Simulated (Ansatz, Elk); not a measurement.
# Bonding as seen by X-rays: Tl2PdF4

The structure of Tl2PdF4 used here is made up (a known structure type with other elements) and was relaxed beforehand with PBEsol. The aim is the Fourier transform of its all-electron density, F(hkl), set beside the sum over free spherical atoms that refinements use.

Main program and level: Elk 11.2.3 (patched build); DFT, PBE, all-electron APW+lo, Dirac cores, scalar-relativistic bands, static density, no spin.

The structure was built from a prototype and need not be the compound's stable phase.

### 1. The structure

It takes space group I4/mmm (No. 139, tetragonal). The conventional cell has a = 4.352 Å, b = 4.352 Å, c = 13.171 Å, α = 90.00°, β = 90.00°, γ = 90.00°. Tl has 1 F at 2.68 Å nearest. Pd has 6 F at 2.04 to 2.18 Å nearest. F has 1 Pd at 2.04 Å nearest. Nearest to F lie 2 Pd at 2.18 Å. Farther neighbours and most contacts between anions are not listed.

### 2. Ground state and structure factors

An all-electron density is needed, since X-rays see the cores too. Task 0 finds the density and task 195 Fourier-transforms it; tshift is off so that phases refer to the origin typed.

The input, elk.in:

```
tasks
  0
  195

xctype
  20

spinpol
  .false.

rgkmax
  7.0

gmaxvr
  14.0

lmaxo
  7

lmaxapw
  8

swidth
  0.002

tshift
  .false.

ramdisk
  .false.

hmaxvr
  5.5

maxscl
  120

epspot
  1e-06

sppath
  './'

avec
  -4.11193801351 4.11193801351 12.44469759286
  4.11193801351 -4.11193801351 12.44469759286
  4.11193801351 4.11193801351 -12.44469759286

atoms
  3
  'Tl.in'
  2
  0.3587101164 0.3587101164 -0.0000000000   0.000000 0.000000 0.000000
  0.6412898836 0.6412898836 -0.0000000000   0.000000 0.000000 0.000000
  'Pd.in'
  1
  -0.0000000000 -0.0000000000 0.0000000000   0.000000 0.000000 0.000000
  'F.in'
  4
  0.1552503834 0.1552503834 -0.0000000000   0.000000 0.000000 0.000000
  0.8447496166 0.8447496166 -0.0000000000   0.000000 0.000000 0.000000
  0.5000000000 -0.0000000000 0.5000000000   0.000000 0.000000 0.000000
  -0.0000000000 0.5000000000 0.5000000000   0.000000 0.000000 0.000000

ngridk
  7 7 7
```

The run is started by

```bash
OMP_NUM_THREADS=4 elk
```

Numbers of over 12 decimals in the logs are rounded to 6 here.

What it wrote:

```text
┌─────────────────────────┐
│ Elk code version 11.2.3 │
└─────────────────────────┘

All units are atomic (Hartree, Bohr, etc.)

┌─────────────────────────────────────────────────┐
│ Ground-state run starting from atomic densities │
└─────────────────────────────────────────────────┘

Lattice vectors :
  -4.111938014       4.111938014       12.44469759
   4.111938014      -4.111938014       12.44469759
   4.111938014       4.111938014      -12.44469759

Reciprocal lattice vectors :
 -0.8934004892E-17  0.7640175127      0.2524442744
  0.7640175127     -0.8934004892E-17  0.2524442744
  0.7640175127      0.7640175127      0.1242773462E-17

Unit cell volume      :    841.6614914
Brillouin zone volume :   0.2947149370

Muffin-tin inner radius fraction :   0.1000000000E-01

Nuclei treated as point charges

Species : 1 (Tl)
 parameters loaded from : Tl.in
 name : thallium
 nuclear charge    :   -81.00000000
 electronic charge :    81.00000000
 atomic mass :    372567.9643
 muffin-tin radius :    2.800000000
 number of radial points in muffin-tin :   1393
 inner part over the whole radius :   0.9893942913E-02
 number on inner part of muffin-tin    :   1000
 approximate nuclear radius :   0.1043008296E-03
 number of mesh points to nuclear radius :    525
 atomic positions (lattice), magnetic fields (Cartesian) :
  1 :   0.35871012  0.35871012  0.00000000    0.00000000  0.00000000  0.00000000
  2 :  -0.35871012 -0.35871012  0.00000000    0.00000000  0.00000000  0.00000000

Species : 2 (Pd)
 parameters loaded from : Pd.in
 name : palladium
 nuclear charge    :   -46.00000000
 electronic charge :    46.00000000
 atomic mass :    193991.7927
 muffin-tin radius :    2.155788952
 number of radial points in muffin-tin :    993
 inner part over the whole radius :   0.9849183807E-02
 number on inner part of muffin-tin    :    703
 approximate nuclear radius :   0.8586907259E-04
 number of mesh points to nuclear radius :    357
 atomic positions (lattice), magnetic fields (Cartesian) :
  1 :   0.00000000  0.00000000  0.00000000    0.00000000  0.00000000  0.00000000

Species : 3 (F)
 parameters loaded from : F.in
 name : fluorine
 nuclear charge    :   -9.000000000
 electronic charge :    9.000000000
 atomic mass :    34631.97045
 muffin-tin radius :    1.658299194
 number of radial points in muffin-tin :    593
 inner part over the whole radius :   0.9784153510E-02
 number on inner part of muffin-tin    :    407
 approximate nuclear radius :   0.5278478738E-04
 number of mesh points to nuclear radius :    177
 atomic positions (lattice), magnetic fields (Cartesian) :
  1 :   0.15525038  0.15525038  0.00000000    0.00000000  0.00000000  0.00000000
  2 :  -0.15525038 -0.15525038  0.00000000    0.00000000  0.00000000  0.00000000
  3 :   0.50000000  0.00000000  0.50000000    0.00000000  0.00000000  0.00000000
  4 :   0.00000000  0.50000000  0.50000000    0.00000000  0.00000000  0.00000000

Total number of atoms per unit cell :    7
Total muffin-tin volume :    302.2793132
 ratio of muffin-tin to unit cell volume :   0.3591459468

Spin treatment :
 spin-unpolarised

Number of Bravais lattice symmetries :   16
Number of crystal symmetries         :   16
Crystal has inversion symmetry
Real symmetric eigensolver will be used

k-point grid :      7     7     7
k-point offset :    0.000000000       0.000000000       0.000000000
k-point set is reduced with full crystal symmetry group
Total number of k-points :       40

Muffin-tin radius times maximum |G+k| :    7.000000000
 using average radius
Maximum |G+k| for APW functions       :    3.405382487
Maximum (1/2)|G+k|²                   :    5.798314942
Maximum |G| for potential and density :    14.00000000
Constant for pseudocharge density :   10
 order of it for each species :   17  17  17
 order of it for pair densities of each species (exact exchange by exxq0 0: 18) :   17  11   5
Radial integration step length :    1

G-vector grid sizes :     63    63    63
Number of G-vectors :    39075

[...]
xc potential                :     -1227.1595126635
 exchange                    :     -935.88019698053
 correlation                 :     -13.603889259441
 electron entropic           :    -0.11115918505211E-02
 total energy                :     -46024.597078534

Density of states at Fermi energy :    84.28074974
 (states/Hartree/unit cell)

Estimated indirect band gap :   0.2248116034E-02
 from k-point 22 to k-point 25
Estimated direct band gap   :   0.2206600463E-01
 at k-point 6

Charges :
 core                        :    160.0000000
 valence                     :    84.00000000
 interstitial                :    8.302622235
 muffin-tins (core leakage)
  species : 1 (Tl)
[...]
species : 2 (Pd)
[...]
species : 3 (F)
[...]
total in muffin-tins        :    235.6973778
 total calculated charge     :    243.9981266
 total charge                :    244.0000000
 error                       :   0.1873381170E-02

RMS change in Kohn-Sham potential (target) :   0.8039209561     (  0.1000000000E-05)
Absolute change in total energy (target)   :   0.6280611875     (  0.1000000000E-03)

[... loops 3 to 18 left out ...]

┌──────────────────┐
│ Loop number : 19 │
└──────────────────┘

Energies :
 Fermi                       :     0.136770
 sum of occupied eigenvalues :     -28284.739518700
 electron kinetic            :      52700.098201350
 core electron kinetic       :      51965.249922017
 Coulomb                     :     -97774.198011480
 Coulomb potential           :     -79743.421047879
 nuclear-nuclear             :     -3574.8819772920
 electron-nuclear            :     -108714.38414897
 Hartree                     :      14515.068114783
 Madelung                    :     -57902.487487541
 xc potential                :     -1241.4166721715
 exchange                    :     -936.03097959674
 correlation                 :     -13.621966253363
 electron entropic           :    -0.90457373727738E-03
 total energy                :     -46023.753660555

Density of states at Fermi energy :    69.79156857
 (states/Hartree/unit cell)

Estimated indirect band gap :   0.1609134771E-02
 from k-point 19 to k-point 9
Estimated direct band gap   :   0.5599602204E-02
 at k-point 14

Charges :
 core                        :    160.0000000
 valence                     :    84.00000000
 interstitial                :    8.270481854
 muffin-tins (core leakage)
  species : 1 (Tl)
[...]
species : 2 (Pd)
[...]
species : 3 (F)
[...]
total in muffin-tins        :    235.7295181
 total calculated charge     :    243.9980695
 total charge                :    244.0000000
 error                       :   0.1930467414E-02

RMS change in Kohn-Sham potential (target) :   0.4305002457E-06 (  0.1000000000E-05)
Absolute change in total energy (target)   :   0.4888504918E-04 (  0.1000000000E-03)

Convergence targets achieved

┌──────────────────┐
│ Loop number : 20 │
└──────────────────┘

Energies :
 Fermi                       :     0.136770
 sum of occupied eigenvalues :     -28284.739548422
 electron kinetic            :      52700.098188411
 core electron kinetic       :      51965.249916508
 Coulomb                     :     -97774.198011214
 Coulomb potential           :     -79743.421054757
 nuclear-nuclear             :     -3574.8819772920
 electron-nuclear            :     -108714.38414318
 Hartree                     :      14515.068109262
 Madelung                    :     -57902.487483835
 xc potential                :     -1241.4166820750
 exchange                    :     -936.03097947001
 correlation                 :     -13.621966268043
 electron entropic           :    -0.90457300331162E-03
 total energy                :     -46023.753673114

Density of states at Fermi energy :    69.79149959
 (states/Hartree/unit cell)

Estimated indirect band gap :   0.1609138275E-02
 from k-point 19 to k-point 9
Estimated direct band gap   :   0.5599613909E-02
 at k-point 14

Charges :
 core                        :    160.0000000
 valence                     :    84.00000000
 interstitial                :    8.270482161
 muffin-tins (core leakage)
  species : 1 (Tl)
[...]
species : 2 (Pd)
[...]
species : 3 (F)
[...]
atom 2                    :    8.320642889     ( -0.2772941659E-06)
   atom 3                    :    8.321146670     ( -0.2772934762E-06)
   atom 4                    :    8.321146670     ( -0.2772934762E-06)
 total in muffin-tins        :    235.7295178
 total calculated charge     :    243.9980695
 total charge                :    244.0000000
 error                       :   0.1930467594E-02

┌──────────────────────────────┐
│ Self-consistent loop stopped │
└──────────────────────────────┘

Wrote STATE.OUT
```

Run time: 87 s. Hardware: 4 threads of Intel Xeon at 2.60GHz (Ice Lake), shared host; peak memory 0.35 GiB; 4.5 min of CPU time.

SFACRHO.OUT:

```text

h k l indices transformed by vhmat matrix:
   1.000000000       0.000000000       0.000000000    
   0.000000000       1.000000000       0.000000000    
   0.000000000       0.000000000       1.000000000    

      h      k      l  multipl.   |H|            Re(F)            Im(F)           |F|

      0      0      0      1   0.0000000       244.00000     -0.27598467E-15   244.00000    
      1      1     -1      2  0.50488855       23.141440     -0.10317618E-13   23.141440    
      0     -1      0      8  0.80464332      -44.005609      0.43960415E-13   44.005609    
     -2     -2      2      2   1.0097771      -89.385018      0.11960430E-12   89.385018    
      2      1     -1      8   1.0757675       152.16909      0.10917019E-12   152.16909    
      1     -1      0      4   1.0804839       182.98485      0.87661666E-15   182.98485    
      2      0     -1      8   1.1926265      -10.376134     -0.11601179E-13   10.376134    
      3      2     -2      8   1.4754408       74.140234      0.24061928E-13   74.140234    
     -2     -2      3      8   1.4788831      -109.37724      0.11167477E-12   109.37724    
     -3     -3      3      2   1.5146656       136.42797     -0.13297298E-12   136.42797    
     -1      1      1      4   1.5280350       193.15858     -0.18577686E-14   193.15858    
      2      0     -2      8   1.6092866       15.586690     -0.10421235E-13   15.586690    
      0     -1     -1     16   1.7269458      -40.820796      0.21075770E-13   40.820796    
     -3     -1      1      8   1.8315406      -79.429190      0.10231133E-12   79.429190    
     -3     -3      4      8   1.8605530       103.70710     -0.11915527E-12   103.70710    
     -2     -1      0     16   1.8687340       132.76738     -0.90621051E-13   132.76738    
     -4     -3      3      8   1.9252013      -82.063613      0.21510788E-12   82.063613    
     -4     -4      4      2   2.0195542       124.61824     -0.15339510E-12   124.61824
```

Elk indexes on the primitive cell of elk.in and gives |H| = 4π sin θ/λ in inverse bohr. Below, one row stands for each form hkl of the conventional cell (m members, Friedel mates merged), F is for one primitive cell and the density is static (no thermal factor). Free-atom factors are Waasmaier and Kirfel's, and R is Σm||F|−|F'||/Σm|F|.

```tsv
hkl	m	sin θ/λ (Å⁻¹)	abs F, DFT	neutral atoms	diff.	ions	diff.
002	2	0.076	23.141	23.233	-0.092	22.869	+0.272
101	8	0.121	44.006	43.884	+0.121	44.137	-0.132
004	2	0.152	89.385	89.103	+0.282	89.565	-0.180
103	8	0.162	152.169	153.007	-0.838	151.638	+0.531
110	4	0.163	182.985	183.391	-0.406	182.729	+0.256
112	8	0.179	10.376	9.498	+0.878	10.780	-0.404
105	8	0.222	74.140	74.255	-0.115	74.103	+0.037
114	8	0.222	109.377	108.849	+0.528	109.579	-0.202
006	2	0.228	136.428	136.087	+0.341	136.436	-0.008
200	4	0.230	193.159	193.070	+0.089	193.435	-0.276
202	8	0.242	15.587	15.662	-0.075	15.683	-0.096
211	16	0.260	40.821	40.742	+0.079	40.692	+0.128
204	8	0.275	79.429	79.428	+0.001	79.362	+0.067
116	8	0.280	103.707	103.645	+0.062	103.613	+0.094
213	16	0.281	132.767	132.878	-0.111	132.766	+0.001
107	8	0.289	82.064	82.210	-0.147	82.076	-0.012
008	2	0.304	124.618	124.756	-0.138	124.778	-0.160
215	16	0.319	64.386	64.295	+0.091	64.345	+0.041
```

The ions are Tl+, Pd2+ and F−, by formal charge.

### 3. The highest occupied states alone

An energy window below the Fermi level keeps the highest occupied states, to see at which angles they scatter; shallow core shells can lie inside it and anion s states outside. No new self-consistency is needed.

Changes to elk.in since step 2:

```diff
@@ -1,3 +1,2 @@
 tasks
-  0
   195
@@ -40,2 +39,5 @@
 
+wsfac
+  -0.414470 0.436770
+
 sppath
```

The run is started by

```bash
OMP_NUM_THREADS=4 elk
```

What it wrote:

```text
┌─────────────────────────────────┐
│ Elk code version 11.2.3 started │
└─────────────────────────────────┘

Info(readinput): the functional depends on the density's gradient
 muffin-tin radial points multiplied by    2.00000
 (not where nrmtscf is given)

┌────────────────────┐
│ Current task : 195 │
└────────────────────┘
Info(checkmt): changed muffin-tin radius of species 2 (Pd) from   2.6000 to   2.1558
Info(checkmt): changed muffin-tin radius of species 3 (F) from   2.0000 to   1.6583

Info(sfacrho): density structure factors written to SFACRHO.OUT

 Energy window :  -0.4144700000      0.4367700000

┌──────────────────┐
│ Elk code stopped │
└──────────────────┘
```

It took 14 s on 4 threads; peak memory 0.24 GiB; 20 s of CPU time.

States within 15 eV below the Fermi level hold 56.00 electrons; any levels below the window count with the cores. Their amplitudes can exceed the total, where window and core parts have opposite phase:

```tsv
hkl	sin θ/λ (Å⁻¹)	abs F, window	abs F, all
002	0.076	10.030	23.141
101	0.121	0.678	44.006
004	0.152	5.507	89.385
103	0.162	9.910	152.169
110	0.163	19.310	182.985
112	0.179	8.184	10.376
105	0.222	7.293	74.140
114	0.222	15.548	109.377
006	0.228	20.577	136.428
200	0.230	24.105	193.159
```

### 4. Another functional

The difference from free atoms is small, so it is set against the change that LDA (Perdew-Wang) makes.

Changes to elk.in since step 3:

```diff
@@ -1,2 +1,3 @@
 tasks
+  0
   195
@@ -4,3 +5,3 @@
 xctype
-  20
+  3
 
@@ -39,5 +40,2 @@
 
-wsfac
-  -0.414470 0.436770
-
 sppath
```

The run is started by

```bash
OMP_NUM_THREADS=4 elk
```

What it wrote:

```text
┌─────────────────────────┐
│ Elk code version 11.2.3 │
└─────────────────────────┘

All units are atomic (Hartree, Bohr, etc.)

┌─────────────────────────────────────────────────┐
│ Ground-state run starting from atomic densities │
└─────────────────────────────────────────────────┘

Lattice vectors :
  -4.111938014       4.111938014       12.44469759
   4.111938014      -4.111938014       12.44469759
   4.111938014       4.111938014      -12.44469759

Reciprocal lattice vectors :
 -0.8934004892E-17  0.7640175127      0.2524442744
[...]
interstitial                :    8.428204085
 muffin-tins (core leakage)
  species : 1 (Tl)
[...]
species : 2 (Pd)
[...]
species : 3 (F)
[...]
atom 3                    :    8.289342881     ( -0.4493080668E-05)
   atom 4                    :    8.289342881     ( -0.4493080668E-05)
 total in muffin-tins        :    235.5717959
 total calculated charge     :    243.9980842
 total charge                :    244.0000000
 error                       :   0.1915814913E-02

┌──────────────────────────────┐
│ Self-consistent loop stopped │
└──────────────────────────────┘

Wrote STATE.OUT
[key lines of the parts left out:]
total energy                :     -45994.849206973
```

Wall time 60 s (4 threads); peak memory 0.28 GiB; 3.2 min of CPU time.

Against the first run R = 0.02 %; the largest change is -0.154 at 006.

### 5. Basis size

A smaller basis shows how fast F responds to it; the change is likely larger than the basis error of the first run, but doesn't show convergence.

Changes to elk.in since step 4:

```diff
@@ -5,3 +5,3 @@
 xctype
-  3
+  20
 
@@ -11,3 +11,3 @@
 rgkmax
-  7.0
+  5.5
```

The run is started by

```bash
OMP_NUM_THREADS=4 elk
```

What it wrote:

```text
┌─────────────────────────┐
│ Elk code version 11.2.3 │
└─────────────────────────┘

All units are atomic (Hartree, Bohr, etc.)

┌─────────────────────────────────────────────────┐
│ Ground-state run starting from atomic densities │
└─────────────────────────────────────────────────┘

Lattice vectors :
  -4.111938014       4.111938014       12.44469759
   4.111938014      -4.111938014       12.44469759
   4.111938014       4.111938014      -12.44469759

Reciprocal lattice vectors :
 -0.8934004892E-17  0.7640175127      0.2524442744
[...]
interstitial                :    8.698497474
 muffin-tins (core leakage)
  species : 1 (Tl)
[...]
species : 2 (Pd)
[...]
species : 3 (F)
[...]
atom 3                    :    8.244764627     ( -0.2773049661E-06)
   atom 4                    :    8.244764627     ( -0.2773049661E-06)
 total in muffin-tins        :    235.3015025
 total calculated charge     :    243.9981439
 total charge                :    244.0000000
 error                       :   0.1856093269E-02

┌──────────────────────────────┐
│ Self-consistent loop stopped │
└──────────────────────────────┘

Wrote STATE.OUT
[key lines of the parts left out:]
total energy                :     -46023.334937555
```

Wall time 64 s (4 threads); peak memory 0.32 GiB; 3 min of CPU time.

Against the first run R = 0.05 %; the largest change is -0.193 at 200.

### 6. Settings against the effect

```tsv
run	R against the first run (%)	R against neutral atoms, low angle (%)	wall time
PBE, rgkmax 7	0.00	0.28	87 s
LDA (Perdew-Wang)	0.02	0.28	60 s
rgkmax 5.5	0.05	0.29	64 s
```

### 7. Outcome

- R against neutral atoms, sin θ/λ < 0.3 Å⁻¹: 0.28 %
- R against neutral atoms, 0.3 to 0.72 Å⁻¹: 0.21 %
- R against ions, below 0.3 Å⁻¹: 0.17 %

Independent neutral atoms miss the calculated amplitudes by R = 0.28 % below 0.3 Å⁻¹ and 0.21 % from there to 0.72 Å⁻¹; by shells, 0.29 % below 0.15 Å⁻¹ (2 forms), 0.28 % 0.15 to 0.3 (14 forms), 0.16 % 0.3 to 0.45 (27 forms), 0.23 % above 0.45 (106 forms). Bonding, aspherical density and the tables' own atoms all enter these figures, and the runs don't part them. The largest change of an amplitude is +0.88 electrons, at 112. Formal ions give R = 0.17 % at low angle, nearer than neutral atoms. The window's part falls from 56.0 electrons at the origin to at most 3.77 between 0.45 and 0.72 Å⁻¹, where compact states inside the window still scatter. The window holds more than the 44 outer electrons of the free atoms, so shallow core shells lie inside it. Below 0.3 Å⁻¹ the changes that finished (LDA (Perdew-Wang) and rgkmax 5.5) move F by R = 0.07 % at most, against the 0.28 % that separates it from free atoms. The k-mesh has no finished test. These runs have no spin, though d or f shells may be open. Spin-orbit coupling is left out, which can matter for elements this heavy. Part of the difference isn't bonding: the tables are fits to free atoms and ions calculated by other methods than this functional. Thermal motion, anomalous dispersion and extinction are left out.

[Logs are printed without paths, hosts, clocks, repeated set-up lines and the standing remarks that a program may print on its own settings, such as how far it seeks lower states.]

[Hosts, paths, dates, database ids (printed as entryN), source tags and the programs' standing remarks are cut or masked in the printed files.]
